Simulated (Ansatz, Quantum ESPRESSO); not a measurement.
# Evanescent states of LiF, rock salt type, lattice constant set to 4.07 Å, part 3 of 3

How good a tunnel barrier is LiF, rock salt type, lattice constant set to 4.07 Å?

Quantum ESPRESSO 7.5; plane-wave DFT, PBE, GBRV ultrasoft pseudopotentials; cross-check by Ansatz 0.2.0 with PAW datasets.

So far. Step 2 (Self-consistent run): The run needed 9 iterations to bring the estimated error under 1e-09 Ry.

The structure was built from a prototype and need not be the compound's stable phase.

### Step 4. Complex bands with pwcond.x, with ewind = 6.0 and epsproj = 1e-07

Level of this step: complex band structure by pwcond; plane-wave DFT, PBE, GBRV ultrasoft pseudopotentials (Quantum ESPRESSO).

A sensitivity test on the input.

cbs.w.in reads:

```
&inputcond
  outdir = './out'
  prefixl = 'scf'
  band_file = 'cbs.w'
  ikind = 0
  ewind = 6.0
  epsproj = 1e-07
  nz1 = 7
  energy0 = 8.96
  denergy = -0.28
/
4
  0.00000000 0.00000000 1.00000000
  0.50000000 0.00000000 1.00000000
  0.50000000 0.50000000 1.00000000
  0.25000000 0.00000000 1.00000000
40
```

Command:

```bash
> OMP_NUM_THREADS=1 mpirun -n 2 pwcond.x -in cbs.w.in > cbs.w.out
```

Numbers of over 12 decimals in the logs are rounded to 6 here.

Output:

```text
[banner, memory and clock lines left out]
Program PWCOND v.7.5 starts
[citation notice left out]

[...]
./out/scf.save/

     IMPORTANT: XC functional enforced from input :
     Exchange-correlation= PBE
                           (   1   4   3   4   0   0   0)
     Any further DFT definition will be discarded
     Please, verify this is what you really want

     Reading collected, re-writing distributed wavefunctions

===== INPUT FILE containing the left lead =====

     GEOMETRY:

     lattice parameter (alat)  =       5.4385  a.u.
     the volume                =     227.4835 (a.u.)^3
     the cross section         =      29.5772 (a.u.)^2
     l of the unit cell        =       1.4142 (alat)
     number of atoms/cell      =            4
     number of atomic types    =            2

     crystal axes: (cart. coord. in units of alat)
               a(1) = (  1.0000  0.0000  0.0000 )
               a(2) = (  0.0000  1.0000  0.0000 )
               a(3) = (  0.0000  0.0000  1.4142 )

   Cartesian axes

     site n.     atom                  positions (alat units)
          1        Li     tau(  1)=(  0.0000  0.0000  1.4142  )
          2        F      tau(  2)=(  0.5000  0.5000  1.4142  )
          3        Li     tau(  3)=(  0.5000  0.5000  0.7071  )
          4        F      tau(  4)=(  0.0000  0.0000  0.7071  )

     nr1s                      =           24
     nr2s                      =           24
     nr3s                      =           32
     nr1sx                     =           24
     nr2sx                     =           24
     nr3sx                     =           32
     nr1                       =           25
     nr2                       =           25
     nr3                       =           36
     nr1x                      =           25
     nr2x                      =           25
     nr3x                      =           36

 _______________________________
  Radii of nonlocal spheres:

     type       ibeta     ang. mom.          radius (alat units)
       Li         1         0                    0.3707
       Li         2         0                    0.3707
       Li         3         0                    0.3707
       Li         4         1                    0.3707
       Li         5         1                    0.3707
       F          1         0                    0.2596
       F          2         0                    0.2596
       F          3         1                    0.2596
       F          4         1                    0.2596
----- General information -----

----- Complex band structure calculation -----

     nrx                       =           24
     nry                       =           24
     nz1                       =            7

     energy0               =         9.0E+00
     denergy               =        -2.8E-01
     nenergy               =         40
     ecut2d                =         4.0E+01
     ewind                 =         6.0E+00
     epsproj               =         1.0E-07

     number of k_|| points=    4
                       cryst. coord.
        k(    1) = (   0.0000000   0.0000000), wk =   0.2500000
        k(    2) = (   0.5000000   0.0000000), wk =   0.2500000
        k(    3) = (   0.5000000   0.5000000), wk =   0.2500000
        k(    4) = (   0.2500000   0.0000000), wk =   0.2500000
----- Information about left lead -----

     nocros                   =           17
     noins                    =           17
     norb                     =           51
     norbf                    =           51
     nrz                      =           32

      iorb      type   ibeta   ang. mom.   m       position (alat)
        1        1       1        0        1   taunew(   1)=(  0.0000  0.0000  0.0000)
        2        1       2        0        1   taunew(   2)=(  0.0000  0.0000  0.0000)
[...]
51        2       4        1        3   taunew(  51)=(  0.5000  0.5000  1.4142)
    k slab    z(k)  z(k+1)     crossing(iorb=1,norb)
    1   0.0000 0.0442 0.0442   111111111111111110000000000000000000000000000000000
    2   0.0442 0.0884 0.0442   111111111111111110000000000000000000000000000000000
[...]
32   1.3700 1.4142 0.0442   000000000000000000000000000000000011111111111111111
 ngper, shell number =           97          16
 ngper, n2d =           97          96
---  E-Ef =    8.9600000  k =    0.0000000   0.0000000
---  ie =          1  ik =          1
 Nchannels of the left tip =            1
 Right moving states:
   k1(2pi/a)   k2(2pi/a)   E-Ef (eV)
   0.1261719   0.0000000   8.9600000
 Left moving states:
   k1(2pi/a)   k2(2pi/a)   E-Ef (eV)
  -0.1261717   0.0000000   8.9600000

---  E-Ef =    8.6800000  k =    0.0000000   0.0000000
---  ie =          2  ik =          1
 Nchannels of the left tip =            0
 Right moving states:
   k1(2pi/a)   k2(2pi/a)   E-Ef (eV)
 Left moving states:
   k1(2pi/a)   k2(2pi/a)   E-Ef (eV)
[... further energies and points left out ...]
---  E-Ef =   -1.6800000  k =    0.2500000   0.0000000
---  ie =         39  ik =          4
 Nchannels of the left tip =            1
 Right moving states:
   k1(2pi/a)   k2(2pi/a)   E-Ef (eV)
  -0.3981154   0.0000000  -1.6800000
 Left moving states:
   k1(2pi/a)   k2(2pi/a)   E-Ef (eV)
   0.3981155   0.0000000  -1.6800000

---  E-Ef =   -1.9600000  k =    0.2500000   0.0000000
---  ie =         40  ik =          4
 Nchannels of the left tip =            1
 Right moving states:
   k1(2pi/a)   k2(2pi/a)   E-Ef (eV)
   0.4673016  -0.0000000  -1.9600000
 Left moving states:
   k1(2pi/a)   k2(2pi/a)   E-Ef (eV)
  -0.4673015   0.0000000  -1.9600000

[...]
```

Elapsed: 60 s, on 2 MPI ranks of Arm Neoverse V1, shared host; peak memory 0.11 GiB; 2 min of CPU time.

Beside the run it was changed from:

```csv
quantity,this run,unchanged run,difference
peak of the smallest κ at the zone centre (Å⁻¹),0.882,0.882,0
wall time (s),60,25,
```

The physical values in this table stay within 0.05 %.

### Step 5. Complex band structure, with kind = 1

One more run, with a changed input.

cbs.bad.in reads:

```
&inputcond
  outdir = './out'
  prefixl = 'scf'
  band_file = 'cbs.bad'
  ikind = 0
  ewind = 4.0
  epsproj = 1e-05
  nz1 = 7
  kind = 1
  energy0 = 8.96
  denergy = -0.28
/
4
  0.00000000 0.00000000 1.00000000
  0.50000000 0.00000000 1.00000000
  0.50000000 0.50000000 1.00000000
  0.25000000 0.00000000 1.00000000
40
```

Command:

```bash
> OMP_NUM_THREADS=1 mpirun -n 2 pwcond.x -in cbs.bad.in > cbs.bad.out
```

Output:

```text
[banner, memory and clock lines left out]
Program PWCOND v.7.5 starts

          URL

 %%%%%%%%%%%%%%%%%%%%%%%%%%%%%%%%%%%%%%%%%%%%%%%%%%%%%%%%%%%%%%%%%%%%%%%%%%%%%%
     Error in routine do_cond (5010):
     reading inputcond namelist
 %%%%%%%%%%%%%%%%%%%%%%%%%%%%%%%%%%%%%%%%%%%%%%%%%%%%%%%%%%%%%%%%%%%%%%%%%%%%%%

     stopping ...
[the rest left out]
```

Elapsed: 0.49 s, on 2 MPI ranks; peak memory 0.09 GiB.

The input was rejected at the start.

A key was misspelt on purpose.

The message: “do_cond (5010): reading inputcond namelist”. The namelist reader stops at a key that the namelist doesn't hold; the line has to be put right or, where the proper key already stands in the input, deleted.

### Step 6. Cross-check with Ansatz

A second code with its own PAW datasets, on the same atoms.

Level of this step: plane-wave DFT, PBE, Ansatz PAW (Ansatz 0.2.0).

input.yaml reads:

```yaml
crystal:
  lattice:
    - [2.8779245994, 0.0, 0.0]
    - [0.0, 2.8779245994, 0.0]
    - [0.0, 0.0, 4.07]
  atoms:
    - { symbol: Li, position: [0.0, 0.0, 0.0] }
    - { symbol: F, position: [0.5, 0.5, 0.0] }
    - { symbol: Li, position: [0.5, 0.5, 0.5] }
    - { symbol: F, position: [0.0, 0.0, 0.5] }
kpoints:
  mp_grid: { grid: [8, 8, 6] }
hamiltonian:
  xc: pbe
scf:
  occupations: { method: fixed }
  convergence: { dr2_threshold: 1.0e-09 }
output:
  transmission:
    leads: [[0, 0]]
    kpoints: [[0, 0], [0.5, 0], [0.5, 0.5], [0.25, 0]]
    e_range: [-1.96, 8.96]
    de: 0.28
```

Command:

```bash
> ansatz run input.yaml --threads 2 --pin off --max-ram 4096MiB --backend cpu --events-out ev --progress --plain --runs-dir out
```

Output:

```text
Engine: ansatz 0.2.0, aarch64-unknown-linux-gnu
Pseudopotentials: kind: paw
Pseudopotential: Li, paw, valence charge 3, recommended cutoff 420 eV (normal), Li.paw.azcp
Pseudopotential: F, paw, valence charge 7, recommended cutoff 420 eV (normal), F.paw.azcp
Functional definition: PBE
  parameter kappa = 0.804
  parameter beta = 0.066725
  exchange = pbe_x(kappa = kappa, mu = beta*pi^2/3)
  correlation = pbe_c(beta = beta)
Crystal: 4 atoms, lattice volume = 33.710 Å³
Basis set: ecut = 420 eV, 673 PW (Γ)
Bands: 14, of which v1, the nominal top of the filled ones, is band 10 counted from 1 (9 counted from 0)
Symmetry: 32 space group operations
Space group: Fm-3m (ITA 225), of the structure as read, at distance tolerance 3.2e-5 Å
k-points: 60 of 384
Non-local potential: Li, projectors of the file, l = 0: 3, l = 1: 2, l = 2: 1
Non-local potential: F, projectors of the file, l = 0: 2, l = 1: 2, l = 2: 1
PAW form: soft (Blöchl's): semilocal exchange-correlation on the pseudo side does not see the compensation charge
PAW one-centre angular grid: Li, 110 points (default); XC on 64 Gauss nodes
PAW one-centre angular grid: F, 110 points (default); XC on 64 Gauss nodes
Initial density: superposition of atomic densities (neutral atoms: chi_scale 0, normalization atom), corrected by the library's trained network
Initial wavefunctions: pseudopotential atomic-orbital guess
Functional: x = pbe(κ = 0.804, μ = 0.219515), c = pbe(β = 0.066725)
SCF iter   1: F=—  HF=-2032.341082 eV  |F-HF|=—  |Δ(HF+E_count)|=         —  Δρ=4.52e-4  dr2=8.01e-6  ethr=1.77e-3  ⟨swp⟩=3.9  Hψ=3779  notcnv=0  defer=86
preconditioner: auto → none  [insulator: Δε(μ)=8.808 eV  Ē_g=19.816 eV  n_scr=6 (ndim 8)  ℏωp=25.6 eV  f_vac=0.000  ε∞_Penn≈2.7]
SCF iter   2: F=—  HF=-2032.341033 eV  |F-HF|=—  |Δ(HF+E_count)|=   4.85e-5  Δρ=2.89e-4  dr2=9.14e-6  ethr=4.00e-8  ⟨swp⟩=2.0  Hψ=2042  notcnv=0  defer=118
SCF iter   3: F=—  HF=-2032.341105 eV  |F-HF|=—  |Δ(HF+E_count)|=   7.16e-5  Δρ=1.97e-4  dr2=5.97e-6  ethr=4.00e-8  ⟨swp⟩=2.0  Hψ=1442  notcnv=0  defer=118
SCF iter   4: F=—  HF=-2032.341112 eV  |F-HF|=—  |Δ(HF+E_count)|=   6.74e-6  Δρ=7.24e-5  dr2=1.06e-6  ethr=2.99e-8  ⟨swp⟩=2.0  Hψ=1200  notcnv=0
SCF iter   5: F=—  HF=-2032.341113 eV  |F-HF|=—  |Δ(HF+E_count)|=   1.57e-6  Δρ=7.85e-6  dr2=1.84e-8  ethr=5.32e-9  ⟨swp⟩=2.0  Hψ=1208  notcnv=0
SCF iter   6: F=-2032.341113 eV  HF=-2032.341113 eV  |F-HF|=4.36e-10  |Δ(HF+E_count)|=   1.39e-8  Δρ=1.56e-6  dr2=6.02e-10  ethr=5.00e-12  ⟨swp⟩=2.1  Hψ=3232  notcnv=0
SCF 1 converged in 6 iterations: F = -2032.341113 eV  dr2 = 6.02e-10
  greatest PAW one-centre occupation: 1.000 electrons in one spin orbital (limit 2), on the Li atom at site 2 (counted from 0), in its partial waves of l = 0
transmission: 6 of 24 steps passed
transmission: 12 of 24 steps passed
transmission: 18 of 24 steps passed
transmission: 24 of 24 steps passed
SCF converged after 6 iterations
Free energy (F): -2032.341113 eV
Harris-Foulkes:  -2032.341113 eV  (|F-HF|=4.36e-10)
Internal energy: -2032.341113 eV  (E = F + TS)
E sigma→0 (E₀):  -2032.341113 eV
Fermi energy:    0.752949 eV
--- Per-component energies (eV) ---
  E_band       = -239.824753
  E_kinetic    = 460.422053
  E_local      = -1299.805894  (includes V_loc(G=0)·N_el)
  E_nonlocal   = 80.633356
  E_hartree    = 456.127593
  E_xc         = -183.462970
  E_vxc        = -235.313101  (∫ρ·V_xc dr)
  E_paw        = -443.498855  (= ΣΔE_a)
  E_vpaw       = -158.019895  (= ΣTr[D̂ρ^β])
  E_aug_tail   = 0.004476  (compensation charges beyond the density's cutoff)
  E_ewald      = -1102.760873
  E_smearing   = -0.000000  (= −TS)
  E_closure    = 0.000000  (closes the sum)
  Σ components = -2032.341113   (vs F -2032.341113, Δ=0.00e0)
--- Band table (eV; the first three rows and the last of 60) ---
  k-point 0: bands = [... 6 lower, -0.1989, 0.7518, 0.7518, 0.7519, 9.5699, 15.2821, 17.1038, 17.8322]
  k-point 1: bands = [... 6 lower, -0.1372, 0.5741, 0.6860, 0.6860, 9.8577, 14.6274, 17.3520, 18.2607]
  k-point 2: bands = [... 6 lower, 0.0326, 0.0787, 0.5076, 0.5076, 10.6732, 13.3011, 18.0954, 19.0895]
  k-point 59: bands = [... 6 lower, -1.2250, -1.2250, -0.0128, -0.0128, 15.5706, 15.5706, 15.5706, 15.5706]
--- Transmission ---
  basis      : 69 plane waves across, 6 finite elements along
  points     : 4, as listed
  energies   : 40 from -1.960000 to 8.960000 eV about the Fermi level, 0.280000 eV apart; the leads are filled to 4.408454 eV, and channels, transmission and decay are at 4.480000 eV
  crystal 0  : Li2F2, at the sites [0, 0], period 4.0700 Å: whole cells are its period
    offset         : up to 0.0000 Å between an atom of the period and one for which it stands
    channels       : 0.000000e0 a spin
    conductance    : none, the energies end too early or step too widely for 300 K: set another output.transmission.e_range or a lower de, or, where they end at an eighth of basis.ecutwfc, a higher one
    slowest decay  : 0.7256 /Å at (0.5000, 0.0000)
```

Elapsed: 4.5 s, on 2 threads; peak memory 0.29 GiB; 8.4 s of CPU time.

Read from the output:

```
free energy                                      : -2032.3411 eV
gap by band count                                : 8.817 eV
symmetry operations                              : 32
slowest decay at the grid energy nearest mid-gap : 0.7256 Å⁻¹
peak of the smallest κ at the zone centre        : 0.8855 Å⁻¹
valence top, on the run's zero                   : 0.7529 eV
```

K across = (0, 0) in the cell's reciprocal vectors; values within 0.0025 1/Å of each other count once, columns are sorted by size at each energy, a dash where no further value was kept. The Im kz of the slowest decaying states by energy, zero at the highest filled level of the SCF mesh:

```csv
energy (eV),decay 1 (Å⁻¹),decay 2 (Å⁻¹),decay 3 (Å⁻¹)
-1.96,0.917,1.48,-
-1.68,0.800,1.47,-
-1.40,0.647,1.46,-
-1.12,0.410,1.45,-
-0.84,1.44,-,-
-0.56,1.43,-,-
-0.28,1.42,-,-
0.00,0.0238,0.0368,1.42
0.28,0.316,0.501,1.41
0.56,0.441,0.680,1.41
1.12,0.608,0.901,1.42
1.40,0.671,0.980,1.43
1.68,0.724,1.05,1.47
1.96,0.769,1.11,-
2.24,0.807,1.16,1.50
2.52,0.837,1.21,1.48
2.80,0.860,1.26,1.47
3.08,0.875,1.30,1.45
3.36,0.884,1.34,1.44
3.64,0.885,1.39,1.43
3.92,0.882,1.42,1.43
4.20,0.874,1.42,1.49
4.48,0.861,1.41,-
4.76,0.846,1.40,-
5.04,0.827,1.40,-
5.32,0.805,1.39,-
5.60,0.780,1.39,-
5.88,0.753,1.38,-
6.44,0.689,1.37,-
6.72,0.653,1.36,-
7.00,0.612,1.35,-
7.28,0.567,1.35,-
7.56,0.517,1.34,-
7.84,0.459,1.33,-
8.12,0.390,1.33,1.48
8.40,0.304,1.32,1.45
8.68,0.175,1.31,1.43
8.96,1.30,1.40,-
```

K across = (0, 0) in the cell's reciprocal vectors. The Re kz of states that move upwards by energy, zero at the highest filled level of the SCF mesh:

```csv
energy (eV),channel 1 (Å⁻¹),channel 2 (Å⁻¹),channel 3 (Å⁻¹)
-1.96,0.570,-,-
-1.40,0.764,-,-
-0.84,-0.580,0.351,0.351
-0.28,-0.554,-0.554,-0.323
0.00,-,-,-
0.56,-,-,-
1.12,-,-,-
1.68,-,-,-
2.24,-,-,-
2.80,-,-,-
3.36,-,-,-
3.64,-,-,-
4.20,-,-,-
4.76,-,-,-
5.32,-,-,-
5.88,-,-,-
6.44,-,-,-
7.00,-,-,-
7.28,-,-,-
7.84,-,-,-
8.40,-,-,-
8.96,0.181,-,-
```

K across = (1/2, 0) in the cell's reciprocal vectors; values within 0.0025 1/Å of each other count once, columns are sorted by size at each energy, a dash where no further value was kept. Im kz of the slowest decaying states against energy, zero at the highest filled level of the SCF mesh:

```csv
energy (eV),decay 1 (Å⁻¹),decay 2 (Å⁻¹),decay 3 (Å⁻¹)
-1.96,-,-,-
-1.40,0.106,1.46,-
-0.84,1.27,-,-
-0.28,0.646,-,-
0.00,0.250,0.981,-
0.56,0.441,1.26,-
1.12,0.542,1.36,-
1.68,0.608,1.42,-
2.24,0.653,1.45,-
2.80,0.685,1.47,-
3.36,0.707,1.49,1.50
3.64,0.714,1.49,-
4.20,0.723,1.47,1.49
4.76,0.726,1.45,1.49
5.32,0.723,1.43,1.48
5.88,0.713,1.41,1.47
6.44,0.698,1.39,1.46
7.00,0.675,1.36,1.44
7.28,0.662,1.35,1.44
7.84,0.628,1.33,1.42
8.40,0.584,1.30,1.40
8.96,0.526,1.28,1.38
```

K across = (1/2, 1/2) in the cell's reciprocal vectors; values within 0.0025 1/Å of each other count once, columns are sorted by size at each energy, a dash where no further value was kept. The Im kz of the slowest decaying states by energy, zero at the highest filled level of the SCF mesh:

```csv
energy (eV),decay 1 (Å⁻¹),decay 2 (Å⁻¹)
-1.96,0.801,-
-1.68,0.723,-
-1.12,0.421,-
-0.84,0.218,-
-0.56,0.396,0.446
0.00,0.585,0.698
0.28,0.650,0.761
0.56,0.704,0.808
1.12,0.790,0.876
1.40,0.825,0.901
1.68,0.856,0.922
2.24,0.909,0.956
2.52,0.933,0.970
2.80,0.954,0.981
3.36,0.991,1.00
3.64,1.01,-
4.20,1.02,1.04
4.48,1.02,1.05
4.76,1.03,1.07
5.32,1.03,1.09
5.60,1.03,1.10
5.88,1.03,1.12
6.44,1.03,1.14
6.72,1.03,1.16
7.00,1.03,1.17
7.56,1.03,1.21
7.84,1.02,1.23
8.12,1.02,1.27
8.68,1.01,1.41
8.96,1.01,1.40
```

K across = (1/4, 0) in the cell's reciprocal vectors; values within 0.0025 1/Å of each other count once, columns are sorted by size at each energy, a dash where no further value was kept. Im kz of the slowest decaying states against energy, zero at the highest filled level of the SCF mesh:

```csv
energy (eV),decay 1 (Å⁻¹),decay 2 (Å⁻¹),decay 3 (Å⁻¹)
-1.96,0.371,1.09,-
-1.40,0.869,-,-
-0.84,0.0618,0.428,-
-0.28,-,-,-
0.00,0.141,0.209,-
0.56,0.468,0.826,-
1.12,0.588,1.11,-
1.68,0.664,1.36,-
2.24,0.717,-,-
2.80,0.753,-,-
3.36,0.779,-,-
3.64,0.789,-,-
4.20,0.802,-,-
4.76,0.809,1.49,-
5.32,0.809,1.48,-
5.88,0.804,1.46,-
6.44,0.793,1.43,-
7.00,0.776,1.41,-
7.28,0.765,1.40,-
7.84,0.736,1.38,1.49
8.40,0.696,1.36,1.47
8.96,0.638,1.33,1.45
```

### Step 7. The arithmetic

T falls as exp(−2κd). With κ = 0.724 1/Å, 10 Å of barrier pass exp(−2 × 0.724 × 10) = 5.1e-7 of that channel, interfaces aside.

### Step 8. Summary of results

| Quantity | Value |
| --- | --- |
| gap on the SCF mesh | 8.79 eV |
| smallest κ at mid-gap among the four k points, at (1/2, 0) | 0.724 Å⁻¹ |
| peak of the smallest κ in the stop band at the zone centre | 0.882 Å⁻¹ |
| energy of the peak at the zone centre, over the highest filled level | 3.64 eV |
| peak at the zone centre by Ansatz | 0.885 Å⁻¹ |

What this shows: With a gap of 8.79 eV on the mesh, the smallest κ at mid-gap among the four k points, at (1/2, 0) is 0.724 Å⁻¹ (PBE, GBRV ultrasoft). For a barrier with the Fermi level at mid-gap the slowest state found, at (1/2, 0), loses a factor of ten in probability every 1.6 Å or so. Stop bands away from the zone centre are mostly wider than the gap, so their peaks can lie above the conduction bottom. At the zone centre pwcond's peak is 0.882 and Ansatz's 0.885 1/Å, 0 % apart. The cell is the a/√2 one, turned by 45°, with two primitive cells, so X along [001] folds onto kz = 0. A semilocal gap is too small, often by a third to a half and by more in narrow-gap crystals, so real barriers decay faster.

[Logs are printed without paths, hosts, clocks, repeated set-up lines and the standing remarks that a program may print on its own settings, such as how far it seeks lower states.]

[Hosts, paths, dates, database ids (printed as entryN), source tags and the programs' standing remarks are cut or masked in the printed files.]

[Maps of the electrostatic potential energy from Ansatz leave out the sawtooth potential of an applied field or a dipole correction, so their vacuum need not be flat; planar profiles and work functions include it.]
